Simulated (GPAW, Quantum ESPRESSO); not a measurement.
**C K-edge XANES of C (Diamond, Fd-3m)**

Do two independent programs agree on the C K edge of C (Diamond, Fd-3m)? The same cell and functional are run with XSpectra and with GPAW.

Calculated with Quantum ESPRESSO 7.5; core-hole supercells, plane-wave PAW PBE (first program; GPAW 26.7.0 follows as the second).

## (1) Starting point

Symmetry: Fd-3m, No. 227, cubic system. The conventional cell has a = 3.567 Å, b = 3.567 Å, c = 3.567 Å, α = 90.00°, β = 90.00°, γ = 90.00°. Nearest to C lie 4 C at 1.54 Å.

## (2) Ground state of the crystal (Quantum ESPRESSO)

A plain self-consistent run shows whether there is a gap, which decides the set-up of the core-hole run.

Contents of scf.in:

```
&control
   calculation='scf', prefix='x', pseudo_dir='../pp', outdir='tmp', tprnfor=.true.
/
&system
   ibrav=0, nat=2, ntyp=2, nbnd=8
   ecutwfc=43, ecutrho=360
   occupations='smearing', smearing='mv', degauss=0.015
/
&electrons
   conv_thr=2.0e-08, electron_maxstep=120
   mixing_beta=0.5
/
ATOMIC_SPECIES
C3 1.0 C.pbe-n-kjpaw.UPF
C 1.0 C.pbe-n-kjpaw.UPF
CELL_PARAMETERS angstrom
  0.00000000 1.78337000 1.78337000
  1.78337000 0.00000000 1.78337000
  1.78337000 1.78337000 0.00000000
ATOMIC_POSITIONS crystal
C3   0.75000000 0.75000000 0.75000000
C    0.50000000 0.50000000 0.50000000
K_POINTS automatic
13 13 13 0 0 0
```

Contents of C.pbe-n-kjpaw.ld1.in:

```
&input
   title='C', zed=6., rel=1, iswitch=3, dft='PBE',
   config='[He] 2s2 2p2'
/
&inputp
   file_pseudopw='C.pbe-n-kjpaw.UPF', author='',
   lpaw=.true.,
   pseudotype=3,
   lloc=-1,
   rcloc=0.9,
   which_augfun='PSQ',
   rmatch_augfun_nc=.true.,
   nlcc=.true.,
   new_core_ps=.true.,
   rcore=0.7,
   tm=.true.,
   lgipaw_reconstruction=.true., use_paw_as_gipaw=.true.
/
4
2S  1  0  2.00  0.00  1.00  1.20  0.0
2S  1  0  0.00  3.00  1.00  1.20  0.0
2P  2  1  2.00  0.00  0.90  1.40  0.0
2P  2  1  0.00  0.05  0.90  1.40  0.0
```

Started as:

```
> OMP_NUM_THREADS=1 mpirun --oversubscribe --bind-to none -np 4 pw.x -nk 4 -in scf.in > scf.out
```

What it wrote:

```text
     [... banner and references ...]
using ibrav=0 with symmetry is DISCOURAGED, use correct ibrav instead

     G-vector sticks info
     --------------------

     Using Slab Decomposition

     bravais-lattice index     =            0
     lattice parameter (alat)  =       4.7660  a.u.
     unit-cell volume          =      76.5510 (a.u.)^3
     number of atoms/cell      =            2
     number of atomic types    =            2
     number of electrons       =         8.00
     number of Kohn-Sham states=            8
     kinetic-energy cutoff     =      43.0000  Ry
     charge density cutoff     =     360.0000  Ry
     scf convergence threshold =      2.0E-08
     mixing beta               =       0.5000
     number of iterations used =            8  plain     mixing
     Exchange-correlation= SLA  PW   PBX  PBC
                           (   1   4   3   4   0   0   0)

     celldm(1)=   4.766014  celldm(2)=   0.000000  celldm(3)=   0.000000
     celldm(4)=   0.000000  celldm(5)=   0.000000  celldm(6)=   0.000000

     crystal axes: (cart. coord. in units of alat)
               a(1) = (   0.000000   0.707107   0.707107 )
               a(2) = (   0.707107   0.000000   0.707107 )
               a(3) = (   0.707107   0.707107   0.000000 )

     reciprocal axes: (cart. coord. in units 2 pi/alat)
               b(1) = ( -0.707107  0.707107  0.707107 )
               b(2) = (  0.707107 -0.707107  0.707107 )
               b(3) = (  0.707107  0.707107 -0.707107 )

     ../pp/C.pbe-n-kjpaw.UPF
     Pseudo is Projector augmented-wave + core cor, Zval =  4.0
     Shape of augmentation charge: PSQ
     Using radial grid of 1073 points,  4 beta functions with:
                l(1) =   0
                l(2) =   0
                l(3) =   1
                l(4) =   1
     Q(r) pseudized with 0 coefficients

     ../pp/C.pbe-n-kjpaw.UPF
     Pseudo is Projector augmented-wave + core cor, Zval =  4.0
     Shape of augmentation charge: PSQ
     Using radial grid of 1073 points,  4 beta functions with:
                l(1) =   0
                l(2) =   0
                l(3) =   1
                l(4) =   1
     Q(r) pseudized with 0 coefficients

     atomic species   valence    mass     pseudopotential
     C3                4.00     1.00000     C ( 1.00)
     C                 4.00     1.00000     C ( 1.00)

     24 Sym. Ops. (no inversion) found

   Cartesian axes

     site n.     atom                  positions (alat units)
         1        C3     tau(   1) = (   1.0606602   1.0606602   1.0606602  )
         2        C      tau(   2) = (   0.7071068   0.7071068   0.7071068  )

     number of k points=    84  Marzari-Vanderbilt smearing, width (Ry)=  0.0150
                       cart. coord. in units 2pi/alat
        k(    1) = (   0.0000000   0.0000000   0.0000000), wk =   0.0009103
        k(    2) = (   0.0543928   0.0543928  -0.0543928), wk =   0.0072827
        k(    3) = (   0.1087857   0.1087857  -0.1087857), wk =   0.0072827
        k(    4) = (   0.1631785   0.1631785  -0.1631785), wk =   0.0072827
        k(    5) = (   0.2175713   0.2175713  -0.2175713), wk =   0.0072827
[...]
k(   82) = (  -0.0543928  -0.4895355   0.7071068), wk =   0.0218480
        k(   83) = (   0.0000000  -0.4351426   0.6527140), wk =   0.0218480
        k(   84) = (  -0.0543928  -0.3807498   0.7071068), wk =   0.0218480

     Dense  grid:     8801 G-vectors     FFT dimensions: (  30,  30,  30)

     Smooth grid:     2891 G-vectors     FFT dimensions: (  20,  20,  20)

     Initial potential from superposition of free atoms

     starting charge       7.9999, renormalised to       8.0000
     Starting wfcs are    8 randomized atomic wfcs
     Checking if some PAW data can be deallocated...

     per-process dynamical memory:    12.2 Mb

     Self-consistent Calculation

     iteration #  1     ecut=    43.00 Ry     beta= 0.50
[...]
iteration #  6     ecut=    43.00 Ry     beta= 0.50
     Davidson diagonalization with overlap
     ethr =  1.07E-09,  avg # of iterations =  2.0

     total energy              =     -36.86690510 Ry
     estimated scf accuracy    <       0.00000007 Ry

     iteration #  7     ecut=    43.00 Ry     beta= 0.50
     Davidson diagonalization with overlap
     ethr =  8.91E-10,  avg # of iterations =  1.7

     End of self-consistent calculation

          k = 0.0000 0.0000 0.0000 (   339 PWs)   bands (ev):

    -8.1276  13.3523  13.3523  13.3523  18.9555  18.9555  18.9555  26.6828

          k = 0.0544 0.0544-0.0544 (   341 PWs)   bands (ev):

    -7.9638  12.2871  13.0737  13.0737  19.3203  19.3203  19.5834  26.8233

          k = 0.1088 0.1088-0.1088 (   359 PWs)   bands (ev):

    -7.4741  10.0180  12.4443  12.4443  20.1473  20.1473  20.6078  27.2317

          k = 0.1632 0.1632-0.1632 (   359 PWs)   bands (ev):

    -6.6641   7.4170  11.7625  11.7625  20.9842  20.9842  21.3694  27.8283

          k = 0.2176 0.2176-0.2176 (   359 PWs)   bands (ev):

    -5.5478   4.8153  11.1863  11.1863  21.5363  21.5363  21.8307  28.4356

          k = 0.2720 0.2720-0.2720 (   362 PWs)   bands (ev):

[...]
k = 0.1088-0.0000 0.0000 (   343 PWs)   bands (ev):

[...]
k =-0.2720-0.3807 0.3807 (   368 PWs)   bands (ev):

[...]
k =-0.2176-0.3264 0.3264 (   366 PWs)   bands (ev):

[...]
k =-0.1632-0.2720 0.2720 (   358 PWs)   bands (ev):

[...]
k =-0.1088-0.2176 0.2176 (   362 PWs)   bands (ev):

[...]
k =-0.0544-0.1632 0.1632 (   360 PWs)   bands (ev):

[...]
k = 0.0000-0.1088 0.1088 (   353 PWs)   bands (ev):

[...]
k = 0.2176-0.0000 0.0000 (   351 PWs)   bands (ev):

[...]
k = 0.0000-0.2176 0.2176 (   361 PWs)   bands (ev):

[...]
k = 0.3264-0.0000 0.0000 (   351 PWs)   bands (ev):

[...]
k = 0.2176 0.1088 0.0000 (   355 PWs)   bands (ev):

[...]
k = 0.3264 0.1088 0.0000 (   358 PWs)   bands (ev):

[...]
k = 0.3807 0.1632-0.0544 (   360 PWs)   bands (ev):

[...]
k = 0.4351 0.2176-0.1088 (   367 PWs)   bands (ev):

[...]
k = 0.4351 0.1088 0.0000 (   357 PWs)   bands (ev):

[...]
k = 0.4895 0.1632-0.0544 (   358 PWs)   bands (ev):

[...]
k = 0.5439 0.1088 0.0000 (   360 PWs)   bands (ev):

[...]
k = 0.0000-0.5439 0.6527 (   368 PWs)   bands (ev):

[...]
k = 0.4351 0.2176 0.0000 (   360 PWs)   bands (ev):

[...]
k =-0.0544-0.3807 0.5983 (   371 PWs)   bands (ev):

[...]
k = 0.0000-0.3264 0.5439 (   373 PWs)   bands (ev):

[...]
k =-0.0544-0.4895 0.7071 (   365 PWs)   bands (ev):

    -0.0049   2.1037   5.5824   5.9702  20.8933  21.5198  27.4545  28.7846

          k = 0.0000-0.4351 0.6527 (   373 PWs)   bands (ev):

     0.8857   1.5424   4.5873   6.1481  21.4998  23.6020  26.8185  27.3893

          k =-0.0544-0.3807 0.7071 (   371 PWs)   bands (ev):

     0.5701   2.0197   4.7016   5.6812  23.5628  23.6458  25.4504  26.7505

     the Fermi energy is    16.2254 ev

!    total energy              =     -36.86690511 Ry
     total all-electron energy =      -152.395099 Ry
     estimated scf accuracy    <          1.2E-09 Ry
     smearing contrib. (-TS)   =      -0.00000000 Ry
     internal energy E=F+TS    =     -36.86690511 Ry

     The total energy is F=E-TS. E is the sum of the following terms:
     one-electron contribution =       8.46901496 Ry
     hartree contribution      =       1.94016724 Ry
     xc contribution           =      -9.37596421 Ry
     ewald contribution        =     -25.57468850 Ry
     one-center paw contrib.   =     -12.32543460 Ry

     convergence has been achieved in   7 iterations

     Forces acting on atoms (cartesian axes, Ry/au):

     atom    1 type  1   force =     0.00000000    0.00000000    0.00000000
     atom    2 type  2   force =    -0.00000000   -0.00000000   -0.00000000

     Total force =     0.000000     Total SCF correction =     0.000000

     XML data file, charge density, pseudopotentials, collected wavefunctions

=------------------------------------------------------------------------------=
   JOB DONE.
=------------------------------------------------------------------------------=
```

The job ended after 1.7 s (4 MPI ranks of Arm Neoverse V1, shared host; peak memory 0.05 GiB).

Absorbing atoms carry a label of their own (element plus a letter or digit), as the spectrum program needs them as separate species.

The mesh shows a gap of 4.16 eV, so the hole is first treated in a charged cell, without the excited electron.

## (3) Spectrum without a core hole, C atom 1 (Quantum ESPRESSO)

This cheap baseline ignores the attraction of the hole: it shows the absorber's empty states as they are in the ground state.

The absorber has 4 C at 1.54 Å (tetrahedral, site symmetry -43m).

Contents of xspectra.in:

```
&input_xspectra
   calculation='xanes_dipole', edge='K'
   prefix='x', outdir='tmp', xiabs=1, xe0=15.4313
   xonly_plot=.false., x_save_file='xanes.sav'
   xniter=3000, xcheck_conv=20, xerror=0.005
   xcoordcrys=.false., xepsilon(1)=1, xepsilon(2)=0, xepsilon(3)=0
/
&plot
   xnepoint=413, xemin=-10, xemax=45, terminator=.true., cut_occ_states=.true.
   xgamma=0.4
/
&pseudos
   filecore='../C.wfc'
/
&cut_occ
   cut_desmooth=0.1, cut_stepl=0.05, cut_stepu=0.05, cut_ierror=1e-5
/
11 11 11 0 0 0
```

Started as:

```
> OMP_NUM_THREADS=1 mpirun --oversubscribe --bind-to none -np 4 xspectra.x -nk 4 -in xspectra.in > xspectra.out
```

What it wrote:

```text
     [... banner and references ...]
Reading input_file

     calculation: xanes_dipole

     xepsilon  [cartesian coordinates]:   1.000000   0.000000   0.000000

     xonly_plot: FALSE
        => complete calculation: Lanczos + spectrum plot

     filecore (core-wavefunction file): ../C.wfc

     main plot parameters:
        cut_occ_states: TRUE
        gamma_mode:  constant
        -> using xgamma [eV]:  0.40
        xemin [eV]: -10.00
        xemax [eV]:  45.00
        xnepoint:  413
        xe0 [eV]:  15.431300 (energy zero read in input file)

[...]
Results of STEP 1 successfully written in x_save_file
     x_save_file name:
     ->  xanes.sav
     x_save_file version:  2

     ... End STEP 1 ...

     ... Begin STEP 2 ...

     The spectrum is calculated using the following parameters:
        xe0 [eV]:   15.4313
        the occupied states are elimintate from the spectrum
        xemin [eV]: -10.00
        xemax [eV]:  45.00
        xnepoint:  413
        constant broadening parameter [eV]:    0.400
        Core level energy [eV]:  -284.2
         (from electron binding energy of neutral atoms in X-ray data booklet)

     Cross-section successfully written in xanes.dat

     ... End STEP 2 ...

                                END JOB XSpectra
```

It took 7.9 s on 4 MPI ranks; peak memory 0.12 GiB; 31 s of CPU time.

The C K spectrum, C atom 1, no core hole (energy from the lowest empty level; intensity scaled to a mean of 1 over the first 20 eV; the points at xe0, where the cut of filled states can leave a spike, are interpolated):

```csv
E (eV),intensity
-2.0,0.04
-1.0,0.05
0.0,0.12
1.0,0.31
2.0,0.60
3.0,0.88
4.0,1.34
5.0,1.50
6.0,1.00
7.0,1.29
8.0,1.04
9.0,1.54
10.0,1.50
11.0,1.59
12.0,0.69
13.0,0.34
14.0,0.38
15.0,0.62
16.0,0.82
17.0,1.32
18.0,1.29
19.0,1.37
20.0,0.95
21.0,0.70
22.0,0.47
23.0,0.39
24.0,0.27
25.0,0.28
26.0,0.21
27.0,0.21
28.0,0.27
29.0,0.24
30.0,0.17
31.0,0.11
32.0,0.16
```

Main maxima below 24 eV (height): 4.2 eV (1.39), 5.0 eV (1.50), 7.3 eV (1.39), 9.4 eV (1.70), 10.7 eV (1.64), 16.8 eV (1.39) and 18.9 eV (1.40). A K edge sees empty p states; a tetrahedral site has σ* states alone, so there is no π* peak.

## (4) Another broadening

The final state's lifetime shortens with energy, so measured features broaden above the edge; the saved Lanczos coefficients are redrawn with a width that grows.

Contents of xspectra_plot.in:

```
&input_xspectra
   calculation='xanes_dipole', edge='K'
   prefix='x', outdir='tmp', xiabs=1, xe0=15.4313
   xonly_plot=.true., x_save_file='xanes.sav'
   xniter=3000, xcheck_conv=20, xerror=0.005
   xcoordcrys=.false., xepsilon(1)=1, xepsilon(2)=0, xepsilon(3)=0
/
&plot
   xnepoint=413, xemin=-10, xemax=45, terminator=.true., cut_occ_states=.true.
   gamma_mode='variable', gamma_energy(1)=4, gamma_energy(2)=25, gamma_value(1)=0.3, gamma_value(2)=2.5
/
&pseudos
   filecore='../C.wfc'
/
&cut_occ
   cut_desmooth=0.1, cut_stepl=0.05, cut_stepu=0.05, cut_ierror=1e-5
/
11 11 11 0 0 0
```

Started as:

```
> OMP_NUM_THREADS=1 xspectra.x -in xspectra_plot.in > xspectra_plot.out
```

What it wrote:

```text
     [... banner and references ...]
Reading input_file
     -------------------------------------------------------------------------

     calculation: xanes_dipole

     xonly_plot: TRUE
        => only the spectrum plot

     main plot parameters:
        cut_occ_states: TRUE
        gamma_mode:  variable
        -> first, constant up to point ( 4.00, 0.30) [eV]
        -> then, linear up to point (25.00, 2.50) [eV]
        -> finally, constant up to xemax
        xemin [eV]: -10.00
        xemax [eV]:  45.00
        xnepoint:  413
[...]
xemin [eV]: -10.00
        xemax [eV]:  45.00
        xnepoint:  413
        energy-dependent broadening parameter:
         -> first, constant up to point ( 4.00, 0.30) [eV]
         -> then, linear up to point (25.00, 2.50) [eV]
         -> finally, constant up to xemax
        Core level energy [eV]:  -284.2
         (from electron binding energy of neutral atoms in X-ray data booklet)

     Cross-section successfully written in xanes.dat

     -------------------------------------------------------------------------
                                END JOB XSpectra
     -------------------------------------------------------------------------
[key lines of the parts left out:]
Fermi level [eV]:  13.3523
```

The job ended after 9.1 s (1 MPI rank; peak memory 0.12 GiB).

With a Lorentzian half width 0.3 eV up to 4 eV, rising linearly to 2.5 eV at 25 eV (counted from xe0, 2.1 eV below the zero used here), the maxima are 5.0 eV (1.43), 7.1 eV (1.28), 9.5 eV (1.46) and 17.8 eV (1.03).

## (5) Supercell without a hole, the energy reference (Quantum ESPRESSO)

The photon energy needs a difference of total energies, so the cell and mesh of the coming hole run are first run without a hole.

Contents of scf.in:

```
&control
   calculation='scf', prefix='x', pseudo_dir='../pp', outdir='tmp', tprnfor=.true.
/
&system
   ibrav=0, nat=32, ntyp=1, nbnd=68
   ecutwfc=43, ecutrho=360
   occupations='fixed'
/
&electrons
   conv_thr=3.2e-07, electron_maxstep=120
   mixing_beta=0.5
/
ATOMIC_SPECIES
C 1.0 C.pbe-n-kjpaw.UPF
CELL_PARAMETERS angstrom
  3.56674000 3.56674000 3.56674000
  3.56674000 -3.56674000 3.56674000
  3.56674000 -3.56674000 -3.56674000
ATOMIC_POSITIONS crystal
C    0.75000000 0.00000000 0.00000000
C    0.00000000 0.25000000 0.00000000
C    0.75000000 0.25000000 0.25000000
C    0.50000000 0.00000000 0.25000000
C    0.25000000 0.50000000 0.00000000
C    0.25000000 0.00000000 0.50000000
C    0.00000000 0.50000000 0.25000000
C    0.50000000 0.75000000 0.00000000
C    0.00000000 0.00000000 0.75000000
C    0.75000000 0.50000000 0.50000000
C    0.50000000 0.25000000 0.50000000
C    0.25000000 0.75000000 0.25000000
C    0.25000000 0.25000000 0.75000000
C    0.00000000 0.75000000 0.50000000
C    0.75000000 0.75000000 0.75000000
C    0.50000000 0.50000000 0.75000000
C    0.50000000 0.00000000 0.00000000
C    0.75000000 0.25000000 0.00000000
C    0.50000000 0.25000000 0.25000000
C    0.25000000 0.00000000 0.25000000
C    0.00000000 0.50000000 0.00000000
C    0.00000000 0.00000000 0.50000000
C    0.75000000 0.50000000 0.25000000
C    0.25000000 0.75000000 0.00000000
C    0.75000000 0.00000000 0.75000000
C    0.50000000 0.50000000 0.50000000
C    0.25000000 0.25000000 0.50000000
C    0.00000000 0.75000000 0.25000000
C    0.00000000 0.25000000 0.75000000
C    0.75000000 0.75000000 0.50000000
C    0.50000000 0.75000000 0.75000000
C    0.25000000 0.50000000 0.75000000
K_POINTS automatic
4 4 4 0 0 0
```

Started as:

```
> OMP_NUM_THREADS=1 mpirun --oversubscribe --bind-to none -np 4 pw.x -nk 4 -in scf.in > scf.out
```

What it wrote:

```text
     [... banner and references ...]
[banner, memory and clock lines left out]
Found identity + (  0.2500  0.2500  0.0000) symmetry
     This is a supercell, fractional translations are disabled
     using ibrav=0 with symmetry is DISCOURAGED, use correct ibrav instead

     G-vector sticks info

     bravais-lattice index     =            0
     lattice parameter (alat)  =      11.6743  a.u.
     unit-cell volume          =    1224.8163 (a.u.)^3
     number of atoms/cell      =           32
[...]
atom    2 type  1   force =     0.00000180   -0.00000180    0.00000180
     atom    3 type  1   force =    -0.00000083   -0.00000119    0.00000083
[...]
atom   31 type  1   force =     0.00000000    0.00000000   -0.00000000
     atom   32 type  1   force =     0.00000000    0.00000000    0.00000000

     Total force =     0.000012     Total SCF correction =     0.000260
     SCF correction compared to forces is large: reduce conv_thr to get better values

     XML data file, charge density, pseudopotentials, collected wavefunctions
[key lines of the parts left out:]
!    total energy              =    -589.87046452 Ry
convergence has been achieved in   6 iterations
```

Elapsed: 24 s, on 4 MPI ranks; peak memory 0.19 GiB; 94 s of CPU time.

Reference energy: -33175.055 eV with the cores included.

(Part 1 of 4 ends here.)

[Banner, clock and machine lines of the logs are left out without a mark of their own.]

[Logs are printed without paths, hosts, clocks, repeated set-up lines and the standing remarks that a program may print on its own settings, such as how far it seeks lower states.]

[Hosts, paths, dates, database ids (printed as entryN), source tags and the programs' standing remarks are cut or masked in the printed files.]

[Lists of maxima count a maximum above −3 eV only where it reaches 4 % of the highest in the window and stands out from its surroundings by 2 % of it (1.5 % where it reaches 55 %); shoulders and weaker maxima are passed over, and of the rest the first, up to two pre-edge ones and the few strongest are named.]
